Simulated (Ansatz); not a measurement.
# Which site? Si in place of C in amorphous carbon (123 atoms): runs compared

Aim: make Si in place of C at several sites of amorphous carbon (123 atoms), relax each, and compare their energies.

Computed with Ansatz 0.2.0: Kohn-Sham DFT, PBE, PAW (set soft_2), plane waves.

**1. The cell as built**

The cell holds 123 atoms: 123 C. Its edges and angles: a = 11.085 Å, b = 11.085 Å, c = 11.085 Å, α = 90.0°, β = 90.0°, γ = 90.0°. 123 atoms (123 C) placed at random at 1.8 g/cm³, melted at 6000 K for 10 ps at fixed volume with the LCBOP (Los and Fasolino, Phys. Rev. B 68, 024107 (2003)). Quenched from 5000 K to 300 K at 500 K/ps and fixed volume, held 5 ps, then minimised at fixed cell.

Limits known from the start: The quench rate of 500 K/ps is many orders above laboratory rates, so the cell is likely richer in defects and strain than a real sample. The starting topology of bonds comes from the classical model, and needn't be the one that DFT or experiment would give. Sampling is at Γ alone, for a cell whose shortest periodic width is 11 Å.

**2. The reference run**

The reference is a single point at the end of the relaxation.

Every defect cell starts from the geometry of this run and is relaxed in the fixed cell.

Its input, with most atom lines left out:

```yaml
crystal:
  lattice:
    - [11.0851, 0.0, 0.0]
    - [0.0, 11.0851, 0.0]
    - [0.0, 0.0, 11.0851]
  atoms:
    - { symbol: C, position: [0.55556, 0.06095, 0.2231] }
    - { symbol: C, position: [0.64814, 0.61677, 0.05706] }
    - { symbol: C, position: [0.28605, 0.35308, 0.3868] }
    - { symbol: C, position: [0.21072, 0.06172, 0.98004] }
    - { symbol: C, position: [0.70338, 0.5564, 0.34834] }
    - { symbol: C, position: [0.05859, 0.96498, 0.45304] }
    - { symbol: C, position: [0.71004, 0.32409, 0.38862] }
    [... atom lines 8 to 123 left out ...]
kpoints:
  mp_grid: { grid: [1, 1, 1] }
hamiltonian:
  xc: pbe
scf:
  occupations: { method: gaussian, width: 0.05 }
output:
  forces: true
  stress: true
  populations: true
  dos:
    method: { smearing: { sigma: 0.1 } }
    de: 0.1
    projected: { site_lists: { C: [C] } }
  eigenvalues: true
  write_density: true
  write_potential: true
  volumetric_format: npy
```

```
free energy per atom   : -250.1754 eV/atom
r.m.s. force component : 0.00768 eV/Å
pressure               : -10.07 GPa
```

Filled and empty levels are parted by 0.352 eV (at Γ alone); a semilocal functional tends to put such gaps too low. In a disordered cell it changes from sample to sample, and tail or defect levels can set it.

**3. The runs**

Each row is one run, on 4 threads of Arm Neoverse V1, shared host. The free energy is the program's total, comparable only between runs with the same functional, potentials and atoms.

```
                                 run  atoms    outcome  ionic steps, all passes  free energy (eV)     time  host memory (GiB)
           Single point at the start    123  converged                        -        -30751.453     15 s                1.6
                          Relaxation    123  converged                       33        -30771.571  5.8 min                1.6
Single point at the relaxed geometry    123  converged                        -        -30771.571     30 s                1.6
         Si on a site of C, site C45    123  converged                       18        -31155.722  5.2 min                1.7
        Si on a site of C, site C111    123  converged                       13        -31157.351  3.5 min                1.7
         Si on a site of C, site C75    123  converged                       23        -31156.789  6.3 min                1.7
         Si on a site of C, site C63    123  converged                        8        -31154.974  2.3 min                1.7
         Si on a site of C, site C78    123  converged                       19        -31157.130  5.2 min                1.7
```

In some runs the program notes that the exchange-correlation potential is rough where the density is thin.

The surroundings of site C111, the cheapest one, after relaxation, nearest first, numbered as they follow in the input and with coordinates relative to it.

```
 atom      x      y      z  distance (Å)  bonds
Si111  -0.04   0.04  -0.11          0.12      4
  C95   0.15  -1.43   1.06          1.78      3
   C6   1.79   0.09  -0.22          1.81      3
 C120  -1.54   1.18  -0.16          1.95      3
 C106  -0.67  -1.83   0.10          1.96      3
  C96   2.26  -0.33  -1.45          2.71      3
  C86   1.11  -0.49  -2.44          2.72      3
  C27   0.25   0.64  -2.65          2.74      3
  C18   2.55   0.29   0.99          2.75      3
  C78   1.01  -1.32   2.21          2.77      3
  C26  -1.93   1.24  -1.57          2.78      3
  C89  -2.23   1.47   0.98          2.84      2
  C58  -1.22  -2.42  -1.04          2.90      3
  C90  -1.25   0.50  -2.63          2.96      3
 C121   2.00  -0.19   2.27          3.03      3
```

The column of bonds counts only the pairs C-C within 1.85 Å, C-Si within 2.28 Å; other neighbours, such as metal atoms beside each other in a compound, aren't counted, and periodic images can show an atom twice.

**4. The sites compared**

All these cells hold the same atoms, so their energies can be compared with no chemical potential.

```
site  neighbours  mean distance (Å)  atoms within 6 Å  energy over the best site (eV)  before relaxation (eV)  gain on relaxing (eV)
C111          C4               1.57                79                            0.00                    0.00                   5.93
 C78          C3               1.48                74                            0.22                    2.03                   7.74
 C75          C3               1.47                83                            0.56                    3.22                   8.59
 C45          C2               1.32                82                            1.63                    6.48                  10.78
 C63          C3               1.44                90                            2.38                    4.68                   8.23
```

Neighbours are those of the relaxed host within 1.85 Å (C-C); other pairs aren't counted.

**5. Outcome**

The cheapest site is C111 (4 neighbours, C4); the dearest, C63 (3 neighbours, C3), costs 2.4 eV more. By coordination the energies over the best site are 1.63 eV with 2 neighbours, 0.22 to 2.38 eV with 3 neighbours and 0.00 eV with 4 neighbours. Relaxation gains 5.9 to 11 eV and leaves the best site the same.

Caveats: Defects are neutral and interact with their images. In a disordered cell the relaxation can also rearrange atoms far from the site. Only 5 of the 123 C sites were tried; unless symmetry makes the others alike to these, a cheaper one may exist. The stress is far from hydrostatic: its diagonal is -13.2, -9.3, -7.7 GPa, compression counted positive. The pressure of -10 GPa says that the cell would shrink at this level of theory.

The DFT runs together took 29 min of wall time.

[Logs are printed without paths, hosts, clocks, repeated set-up lines and the standing remarks that a program may print on its own settings, such as how far it seeks lower states.]

[Hosts, paths, dates, database ids (printed as entryN), source tags and the programs' standing remarks are cut or masked in the printed files.]
